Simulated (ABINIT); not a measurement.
# WS2 (Tungstenite): G0W0 with ABINIT, start to end, part 2 of 2

Wanted: ground state, empty states, screening and self-energy for WS2 (Tungstenite).

ABINIT 10.8.3; PBE and many-body steps on it, plane waves. Known limits of the many-body steps: not at the basis limit; no spin-orbit coupling; coarse k mesh.

So far. Step 3 (Empty states on the mesh, 6×6×1 mesh, 232 bands): On this mesh the gap is 0.981 eV. Step 4 (Screening, 6×6×1 mesh, 224 bands, screening to 130.6 eV): Local fields lower ε∞ by 10 %. On a Γ-centred mesh this coarse the value itself is usually too large, while a short band sum pulls it down.

## (5) Self-energy, 6×6×1 mesh, 224 bands, screening to 130.6 eV

The self-energy is evaluated for the states that the input lists, and the levels follow from it, in one-shot runs by the linearised quasiparticle equation.

This step: G0W0 on PBE, plane waves, norm-conserving pseudopotentials.

Contents of run.abi:

```
acell 3*1.0 Angstrom
rprim 
  3.153199999992 0.000000000002 0.000000000000
  -1.576599999998 2.730751303206 0.000000000000
  0.000000000000 0.000000000000 12.323000000000
ntypat 2
znucl 74 16
natom 6
typat 1 1 2 2 2 2
xred 
  0.333333333333 0.666666666667 0.250000000000
  0.666666666667 0.333333333333 0.750000000000
  0.333333333333 0.666666666667 0.622500000000
  0.666666666667 0.333333333333 0.122500000000
  0.333333333333 0.666666666667 0.877500000000
  0.666666666667 0.333333333333 0.377500000000
pp_dirpath "pseudos"
pseudos "W.upf, S.upf"
ecut 31
ngkpt 6 6 1
nshiftk 1
shiftk 0 0 0
kptopt 1
chksymbreak 0
istwfk *1
occopt 1
irdwfk 1
optdriver 4
nband 224
gwcalctyp 0
ecutsigx 31
symsigma 1
nkptgw 3
kptgw 
  0.0000000000 0.0000000000 0.0000000000
  0.1666666667 0.1666666667 0.0000000000
  0.3333333333 0.3333333333 0.0000000000
bdgw 
  25 28
  25 28
  25 28
ecuteps 4.8
irdscr 1
ppmodel 1
indata_prefix "in"
outdata_prefix "out"
tmpdata_prefix "tmp"
```

Command:

```
> OMP_NUM_THREADS=1 mpirun -n 8 abinit run.abi > log
```

Numbers of over 12 decimals in the logs are rounded to 6 here.

Log:

```text
.Version 10.8.3 of ABINIT. v10.8.2 released Aug 2026.

 Symmetries : space group P6_3/m m c (#194); Bravais hP (primitive hexag.)
[... echo of the input left out ...]
== DATASET  1 ==================================================================
-   mpi_nproc: 8, omp_nthreads: 1 (-1 if OMP is not activated)

--- !DatasetInfo
iteration_state: {dtset: 1, }
dimensions: {natom: 6, nkpt: 7, mband: 224, nsppol: 1, nspinor: 1, nspden: 1, mpw: 5929, }
cutoff_energies: {ecut:  31.0, pawecutdg:  -1.0, }
electrons: {nelect:   5.20000000E+01, charge:   0.00000000E+00, occopt:   1.00000000E+00, tsmear:   1.00000000E-02, }

 SIGMA: Calculation of the GW corrections

 Based on a program developped by R.W. Godby, V. Olevano, G. Onida, and L. Reining.
 Incorporated in ABINIT by V. Olevano, G.-M. Rignanese, and M. Torrent.
.Using double precision arithmetic ; gwpc =  8

[... cell and pseudopotentials left out ...]
--------------------------------------------------------------------------------

 ==== K-mesh for the wavefunctions ====
 Number of points in the irreducible wedge :     7
[... list of points left out ...]
 Together with 24 symmetry operations and time-reversal symmetry
 yields    36 points in the full Brillouin Zone.

 ==== Q-mesh for screening function ====
 Number of points in the irreducible wedge :     7
[... list of points left out ...]
 Together with 24 symmetry operations and time-reversal symmetry
 yields    36 points in the full Brillouin Zone.

 vcoul_init : cutoff-mode = AUXILIARY_FUNCTION
 q-points for optical limit:   1
     1)      0.000010    0.000020    0.000030
 setmesh: FFT mesh size selected  =    25x   25x  120
          total number of points  =        75000

 Number of electrons calculated from density =   52.0000; Expected =   52.0000
 average of density, n =  0.072620
 r_s =    1.4869
 omega_plasma =   25.9946 [eV]

 === KS Band Gaps ===
  >>>> For spin  1
   Minimum direct gap =   1.8369 [eV], located at k-point      :   0.3333  0.3333  0.0000
   Fundamental gap    =   0.9806 [eV], Top of valence bands at :   0.0000  0.0000  0.0000
                                       Bottom of conduction at :   0.1667  0.1667  0.0000
 SIGMA fundamental parameters:
 PLASMON POLE MODEL  1
 number of plane-waves for SigmaX                 5885
 number of plane-waves for SigmaC and W            341
 number of plane-waves for wavefunctions          5885
 number of bands                                   224
 number of independent spin polarizations            1
 number of spinorial components                      1
 number of k-points in IBZ                           7
 number of q-points in IBZ                           7
 number of symmetry operations                      24
 number of k-points in BZ                           36
 number of q-points in BZ                           36
 number of frequencies for dSigma/dE                 9
 frequency step for dSigma/dE [eV]                0.25
 number of omega for Sigma on real axis              0
 max omega for Sigma on real axis  [eV]           0.00
 zcut for avoiding poles [eV]                     0.10

 EPSILON^-1 parameters (SCR file):
 dimension of the eps^-1 matrix on file            341
 dimension of the eps^-1 matrix used               341
 number of plane-waves for wavefunctions          5885
 number of bands                                   224
 number of q-points in IBZ                           7
 number of frequencies                               2
 number of real frequencies                          1
 number of imag frequencies                          1

 matrix elements of self-energy operator (all in [eV])

 Perturbative Calculation

--- !SelfEnergy_ee
iteration_state: {dtset: 1, }
kpoint     : [   0.000,    0.000,    0.000, ]
spin       : 1
KS_gap     :    2.311
QP_gap     :    2.748
Delta_QP_KS:    0.438
data: !SigmaeeData |
     Band     E0 <VxcDFT>   SigX SigC(E0)      Z dSigC/dE  Sig(E)    E-E0       E
       25   8.288 -14.458 -15.573   1.100   0.789  -0.268 -14.469  -0.012   8.276
       26   9.509 -15.590 -16.105   0.620   0.786  -0.272 -15.507   0.082   9.591
       27  11.820 -15.225 -10.553  -4.013   0.789  -0.267 -14.705   0.520  12.340
       28  11.820 -15.225 -10.553  -4.013   0.789  -0.267 -14.705   0.520  12.340

--- !SelfEnergy_ee
iteration_state: {dtset: 1, }
kpoint     : [   0.167,    0.167,    0.000, ]
spin       : 1
KS_gap     :    2.486
QP_gap     :    2.846
Delta_QP_KS:    0.361
data: !SigmaeeData |
     Band     E0 <VxcDFT>   SigX SigC(E0)      Z dSigC/dE  Sig(E)    E-E0       E
       25   7.976 -15.191 -16.569   1.387   0.785  -0.274 -15.184   0.007   7.983
       26   8.004 -15.258 -16.559   1.349   0.784  -0.275 -15.220   0.038   8.042
       27  10.490 -14.194 -10.097  -3.596   0.795  -0.258 -13.795   0.399  10.888
       28  11.343 -15.406 -10.805  -3.920   0.789  -0.268 -14.869   0.537  11.880

--- !SelfEnergy_ee
iteration_state: {dtset: 1, }
kpoint     : [   0.333,    0.333,    0.000, ]
spin       : 1
KS_gap     :    1.837
QP_gap     :    2.408
Delta_QP_KS:    0.571
data: !SigmaeeData |
     Band     E0 <VxcDFT>   SigX SigC(E0)      Z dSigC/dE  Sig(E)    E-E0       E
       25   8.770 -14.990 -15.614   0.687   0.790  -0.266 -14.940   0.050   8.820
       26   8.977 -15.421 -15.957   0.647   0.789  -0.268 -15.334   0.087   9.064
       27  10.814 -16.363 -11.961  -3.570   0.790  -0.265 -15.705   0.658  11.472
       28  10.814 -16.363 -11.961  -3.570   0.790  -0.265 -15.705   0.658  11.472

== END DATASET(S) ==============================================================
================================================================================

 -outvars: echo values of variables after computation  --------
           etotal      0.0000000000E+00
            nband         224
             nkpt           7
          spgroup         194
 [... the other variables as echoed above ...]

 Calculation completed.
```

Wall time 30 s (8 MPI ranks of Arm Neoverse V1, shared host); peak memory 2.1 GiB.

Numbers from this step:

- G0W0 gap on the points computed: 1.297 eV
- starting gap on the mesh: 0.9806 eV
- k of the valence top: 0, 0, 0
- k of the conduction bottom: 0.1667, 0.1667, 0
- Z at the valence top: 0.786
- Z at the conduction bottom: 0.795
- least direct G0W0 gap on the computed points: 2.408 eV

The gap on the mesh goes from 0.98 eV to 1.30 eV, a correction of +0.32 eV.

Limits: finite bands, cutoff and mesh; no spin-orbit coupling; coarse k mesh. v1 is the top filled band, c1 the lowest empty one. Levels before and after the correction, in eV, zero at the valence-band top of each column:

```
           conduction bottom  valence top
Kohn-Sham               0.98         0.00
     G0W0               1.30         0.00
```

```
                        level  energy (eV)
Kohn-Sham                Γ v2       -1.221
Kohn-Sham                Γ v1        0.000
Kohn-Sham             Γ c1-c2        2.311
Kohn-Sham  (0.167 0.167 0) v2       -1.533
Kohn-Sham  (0.167 0.167 0) v1       -1.505
Kohn-Sham  (0.167 0.167 0) c1        0.981
Kohn-Sham  (0.167 0.167 0) c2        1.834
     G0W0                Γ v2       -1.315
     G0W0                Γ v1        0.000
     G0W0             Γ c1-c2        2.749
     G0W0  (0.167 0.167 0) v2       -1.608
     G0W0  (0.167 0.167 0) v1       -1.549
     G0W0  (0.167 0.167 0) c1        1.297
     G0W0  (0.167 0.167 0) c2        2.289
```

## (6) Where the time went

Times are wall times on 8 MPI ranks of Arm Neoverse V1, shared host, good to a factor of about two.

```
                    step     time  share  memory (GiB)
            ground state     26 s    9 %          0.67
empty states on the mesh  2.4 min   46 %            14
               screening  1.8 min   36 %           3.0
             self-energy     30 s   10 %           2.1
```

## (7) Summary of results

```
PBE gap              : 0.98 eV, indirect
G0W0 gap on the mesh : 1.30 eV
GW settings          : 6×6×1 mesh, 224 bands, screening to 130.6 eV, Godby-Needs plasmon pole
known limits         : not at the basis limit; no spin-orbit coupling; coarse k mesh
```

What this shows: G0W0 moves the gap on the mesh from 0.98 eV to 1.30 eV (+0.32 eV), with Z of 0.79 and 0.80 at the edges. Local fields lower the RPA ε∞ on this mesh from 15.08 to 13.57; a Γ-centred mesh this coarse tends to raise both, most where the direct gap is narrow, while a short band sum lowers them. Only 3 of the mesh's irreducible points were corrected, so a valley elsewhere could overtake. Bands and cutoff are finite, so the gap is not at the basis limit. The miss can reach some tenths of an eV and take either sign; the mesh is an error of its own. In the G0W0 run levels were corrected at 3 k points alone, so a gap called «on the mesh» is the least over those, and an edge elsewhere would be missed. The 6×6×1 mesh is coarse for this cell, which bears on the long-range parts of exchange and screening. The many-body steps are scalar-relativistic: spin-orbit coupling is not in them.

[Paths, hosts, dates, memory and timing lines, banners, echoed tables and standing remarks are left out of the program output.]

[Logs are printed without paths, hosts, clocks, repeated set-up lines and the standing remarks that a program may print on its own settings, such as how far it seeks lower states.]

[Runs of the session that timed out or met a known fault of the program may be left out.]

[Hosts, paths, dates, database ids (printed as entryN), source tags and the programs' standing remarks are cut or masked in the printed files.]

[G0W0 gaps are taken among the corrected bands and points alone; a level outside them can change the order at an edge.]

[Where Ansatz stands beside ABINIT at settings called matched, ABINIT's density can come from a denser mesh and the files from another edition; pairs whose starting gaps differed by over 0.03 eV were left out, so agreement reads better than it is.]
